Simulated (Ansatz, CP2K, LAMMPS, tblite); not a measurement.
**Running amorphous poly(vinyl fluoride) (as short chains C22F10H36) at 300 K (136 atoms) with tblite**

Wanted: tblite inputs and outputs for amorphous poly(vinyl fluoride) (as short chains C22F10H36) at 300 K (136 atoms), checked against a plane-wave reference.

Main program and level: tblite 0.8.0; the method is named at each step.

### 1. Set-up

The cell holds 136 atoms: 44 C, 20 F and 72 H. Cell: a = 10.781 Å, b = 10.781 Å, c = 10.781 Å, α = 90.0°, β = 90.0°, γ = 90.0°. 2 poly(vinyl fluoride) chains of 10 units with methyl end groups placed at random, at 1.3 g/cm³; overlaps pushed apart, then 20 ps at 800 K with MMFF94 bonds, angles, torsions, charges and radii (Halgren, J. Comput. Chem. 17, 490 (1996)) in harmonic and 12-6 forms. Snapshot after 30 ps at 300 K and fixed volume.

The yardstick, on the same geometry:

| Item | Value |
| --- | --- |
| method | Kohn-Sham DFT, PBE, PAW, plane waves (Ansatz 0.2.0); cutoff 420 eV, Γ point, fermi-dirac smearing of 0.05 eV; PAW set soft_2 |
| r.m.s. force component | 0.9904 eV/Å |
| longest force | 4.455 eV/Å |
| pressure | 5.799 GPa |
| gap (highest filled to lowest empty level) | 6.168 eV |
| SCF cycles | 9 |
| time | 14 s on 4 threads of Arm Neoverse V2, shared host |
| CPU time | 51 s |

### 2. GFN1-xTB

Method: GFN1-xTB tight binding, diagonalisation.

run.py reads:

```python
import numpy as np
from ase.io import read
from tblite.ase import TBLite

atoms = read("structure.xyz")
atoms.calc = TBLite(method="GFN1-xTB", electronic_temperature=580, accuracy=1.0, max_iterations=250, mixer_damping=0.4, verbosity=1)
energy = atoms.get_potential_energy()
forces = atoms.get_forces()
print(f"energy {energy:.6f} eV")
print("forces (eV/A)")
for i, (a, f) in enumerate(zip(atoms, forces)):
    print(f"{i:4d} {a.symbol:2s} {f[0]:10.5f} {f[1]:10.5f} {f[2]:10.5f}")
stress = -atoms.get_stress(voigt=False) * 160.21766
print("stress (GPa, compression positive)")
for row in stress:
    print(" ".join(f"{x:10.4f}" for x in row))
print("charges (e)")
print(np.array2string(atoms.get_charges(), precision=4, suppress_small=True, max_line_width=110, threshold=100000))
```

structure.xyz reads:

```xyz
136
Lattice="10.78108 0.00000 0.00000 0.00000 10.78108 0.00000 0.00000 0.00000 10.78108" Properties=species:S:1:pos:R:3 pbc="T T T"
C 2.48784 3.79009 1.28564
C 3.62654 3.17460 2.03762
C 4.60169 2.43642 1.00835
F 3.90685 1.38709 0.48806
C 5.74394 1.86815 1.69608
C 6.82065 2.95175 1.86782
F 6.33669 4.06005 2.51533
C 7.83364 2.30176 2.79618
C 8.62141 3.41706 3.53285
F 9.48325 2.86108 4.50929
C 9.39291 4.38078 2.69743
C 8.99023 5.85768 3.05396
F 9.61715 6.65052 2.13972
C 9.42439 6.26036 4.48320
C 9.26720 7.72594 4.78389
F 10.23847 8.34067 4.08042
C 7.97865 8.39286 4.24333
C 7.96495 9.87752 4.62605
F 9.18688 10.42477 4.29820
C 7.63236 9.94932 6.13821
C 7.32186 0.54768 6.63252
F 6.37205 1.07283 5.82351
C 6.86722 0.54541 8.12753
C 6.49474 1.93520 8.52579
F 6.74777 2.06264 9.84981
C 5.07433 2.34790 8.25626
C 4.93946 3.85769 7.93380
F 5.75419 4.54972 8.83747
C 5.30860 4.15449 6.43835
C 5.19217 5.62621 6.17368
F 6.42294 6.21896 6.41108
C 4.75370 5.84723 4.77074
H 2.79801 4.41054 0.46790
H 1.72411 4.29960 1.92787
H 1.89618 2.93342 0.89160
H 3.24812 2.45981 2.73085
H 4.14058 3.94318 2.68492
H 4.87865 3.05353 0.16700
H 5.56692 1.52250 2.71317
H 6.17379 1.05407 1.12802
H 7.14516 3.38095 0.90787
H 7.33437 1.67861 3.51916
H 8.42099 1.60929 2.19859
H 7.83084 3.88108 4.17778
H 9.18408 4.29680 1.57522
H 10.45970 4.20635 2.85914
H 7.94156 5.96884 2.90076
H 8.83337 5.70201 5.22214
H 10.42304 6.05045 4.73085
H 9.43582 7.98706 5.80065
H 7.80841 8.26197 3.19745
H 7.15605 7.78480 4.58455
H 7.19368 10.40223 3.99687
H 6.75047 9.28628 6.32526
H 8.55899 9.67257 6.68017
H 8.19136 1.24047 6.45948
[... 76 atom lines left out ...]
H 3.20295 8.30488 4.77893
H 2.48957 7.39108 6.85170
H 1.59366 8.79876 7.14592
H 1.19336 7.72896 5.77370
```

Run with:

```
OMP_NUM_THREADS=1 python run.py > output.txt
```

Output:

```text
------------------------------------------------------------
  cycle        total energy    energy error   density error
------------------------------------------------------------
      1     -234.1281444110  -2.3588804E+02   5.5873240E-01
      2     -234.9068919407  -7.7874753E-01   3.3349940E-01
      3     -234.9238918136  -1.6999873E-02   5.9177595E-02
      4     -234.9321032196  -8.2114060E-03   5.2020471E-03
      5     -234.9327098913  -6.0667164E-04   1.4171002E-03
      6     -234.9327332062  -2.3314934E-05   2.3237778E-04
      7     -234.9327340720  -8.6582173E-07   3.8237020E-05
      8     -234.9327340852  -1.3242044E-08   7.3724525E-06
------------------------------------------------------------
 total:                                   1.950 sec
energy -6392.845317 eV
forces (eV/A)
   0 C    -2.18706   -0.82345    0.24038
   1 C     1.63749    0.86901   -0.44498
   2 C    -2.40390    1.27680    1.28194
   3 F    -0.89725   -0.57390   -0.49709
   4 C     1.98346    0.52329    1.04486
   5 C     0.01554   -0.66113   -0.02913
   6 F    -0.58390    0.27817    0.30914
   7 C     1.43235    0.72501   -0.38063
   8 C    -1.07661   -1.28396    1.39705
   9 F    -0.35427    0.09200   -0.89532
  10 C    -0.22324    1.26204   -1.31169
  11 C     1.77504   -1.14071    0.59067
  12 F     0.10151    0.30593   -0.14717
  13 C    -1.88037   -0.41849    0.22504
  14 C    -1.26050    0.63396   -2.05204
  15 F     1.70431    0.43236   -0.50024
  16 C     0.19652   -0.67063    0.66475
  17 C    -1.13799   -0.45971   -0.20839
  18 F    -0.67190    0.24467    0.50004
  19 C     0.61886   -0.33500   -0.29169
  20 C     0.98062    0.55457    0.67223
  21 F    -1.15187    0.46828   -0.19709
  22 C    -0.40619   -0.09884   -1.31547
  23 C    -0.31084    0.65893   -0.23875
[...]
128 H     0.74410    0.42856   -0.01315
 129 H    -0.61356    0.10637    0.06675
 130 H    -0.43051   -0.18181   -0.58631
 131 H     0.35953    0.35217   -0.08682
 132 H     0.94580   -0.73801   -1.31911
 133 H    -0.19214    0.63171   -0.24770
 134 H    -1.72600    2.05868    2.67225
 135 H    -0.15014    0.65102   -0.01506
stress (GPa, compression positive)
    2.6110    -0.7154     0.0124
   -0.7154     2.0516     0.5893
    0.0124     0.5893     1.8247
charges (e)
[-0.0766 -0.0623  0.2307 -0.2981 -0.0806  0.2178 -0.3001 -0.0885  0.2255 -0.3026 -0.0811  0.2306 -0.2759
 -0.0903  0.2371 -0.283  -0.0954  0.2365 -0.2846 -0.0881  0.2316 -0.2938 -0.0976  0.2435 -0.2966 -0.0875
  0.2203 -0.2926 -0.0886  0.242  -0.296  -0.1187  0.04    0.0345  0.0191  0.0288  0.0385  0.044   0.0493
  0.0597  0.0517  0.0635  0.0495  0.039   0.0497  0.057   0.0339  0.0517  0.0599  0.0282  0.0588  0.0475
  0.0395  0.0633  0.0446  0.0342  0.0492  0.0647  0.0382  0.0599  0.0502  0.0367  0.0568  0.0509  0.0359
  0.0439  0.0489  0.0523 -0.0892 -0.0631  0.2291 -0.2766 -0.0843  0.2323 -0.2969 -0.0902  0.2317 -0.3015
 -0.0929  0.2383 -0.2938 -0.0982  0.2241 -0.2939 -0.0866  0.2313 -0.2928 -0.0871  0.2323 -0.2958 -0.0817
  0.2345 -0.307  -0.0943  0.2371 -0.2817 -0.0884  0.2368 -0.3007 -0.1137  0.0442  0.0296  0.0192  0.0232
  0.0422  0.0198  0.0458  0.0652  0.0505  0.0603  0.0564  0.0384  0.0439  0.0531  0.0501  0.0769  0.0292
  0.043   0.0599  0.0555  0.046   0.0513  0.0626  0.0264  0.049   0.0656  0.0467  0.0627  0.0427  0.0335
  0.0581  0.0473  0.0325  0.0363  0.0647  0.0409]
```

Run time: 2.5 s. Hardware: 1 thread of Arm Neoverse V2, shared host; peak memory 0.17 GiB.

Banners, paths, timers and routine set-up lines are dropped from the logs unmarked, and long logs keep their key lines alone; longer cuts are marked.

Numbers from this run, and their distance from the reference:

- r.m.s. force component: 0.829 eV/Å
- r.m.s. difference of force components: 397.6 meV/Å
- longest difference of force vectors: 1596 meV/Å
- force difference over r.m.s. force: 40.14 %
- slope of forces against the reference's: 0.7698
- correlation of force components: 0.9196
- pressure: 2.162 GPa
- pressure difference: -3.637 GPa

Length of the force difference by element (eV/Å):

```csv
element,atoms,mean,most
C,44,0.78,1.2
F,20,1.3,1.6
H,72,0.18,0.31
```

A closer look about H39, picked at random: 10 atoms, nearest first, numbered in the order of the input, with positions taken from that point.

```csv
atom,x,y,z,distance (Å),bonds,Mulliken charge (e),Fx,Fy,Fz (eV/Å)
H39,0.00,0.00,0.00,0.00,1,0.05,-0.66,-0.28,-0.07
C5,0.18,0.35,-1.02,1.09,4,-0.08,1.98,0.52,1.04
H40,0.61,-0.47,-1.59,1.76,1,0.06,0.15,-0.22,-0.18
H42,1.77,0.16,0.81,1.95,1,0.06,-0.23,0.05,0.51
C6,1.25,1.43,-0.85,2.08,4,0.22,0.02,-0.66,-0.03
C3,-0.97,0.91,-1.70,2.16,4,0.23,-2.40,1.28,1.28
C8,2.27,0.78,0.08,2.40,4,-0.09,1.43,0.73,-0.38
H36,-2.32,0.94,0.02,2.50,1,0.03,-0.27,-0.89,0.47
C2,-1.94,1.65,-0.68,2.64,4,-0.06,1.64,0.87,-0.44
F7,0.77,2.54,-0.20,2.66,1,-0.30,-0.58,0.28,0.31
```

Atoms are counted from 1 here, from 0 in the log.

Forces lie 40 % from the reference's, at 0.048 times its CPU time (on 1 against 4 cores).

### 3. What came out

```json
{"force difference from the reference": "tblite GFN1-xTB, 40 %", "its CPU time": "2.5 s"}
```

In words: Tight binding differs by 40 % (tblite GFN1-xTB); it is another model, with fitted parameters of its own, and the xTB methods hold dispersion. One electronic-structure run takes under half the reference's CPU time: tblite GFN1-xTB, at 40 % in 2.5 s against 51 s; its pressure misses by -3.6 GPa. Periodic xTB results under one method name differ between programs and library versions. The network of contacts between molecules at the start is that of the classical potential that made the cell, and needn't be the one that DFT or experiment would give. The reference's PBE has no dispersion term, which matters for the binding between molecules or layers. The density was typed from a rule of thumb and may lie off the real one at this temperature. The electronic-structure runs sample only Γ, in a cell whose shortest periodic width is 11 Å.

[Also dropped from logs without a mark: logging warnings of Python, and SIESTA's first energy breakdown and zero terms.]

[Logs are printed without paths, hosts, clocks, repeated set-up lines and the standing remarks that a program may print on its own settings, such as how far it seeks lower states.]

[Hosts, paths, dates, database ids (printed as entryN), source tags and the programs' standing remarks are cut or masked in the printed files.]

[The MMFF94 radii named for the starting cell were scaled by 0.96; in molecules described by MMFF94, hydrogen bound to N, O or S took a small fixed 12-6 site in their place.]
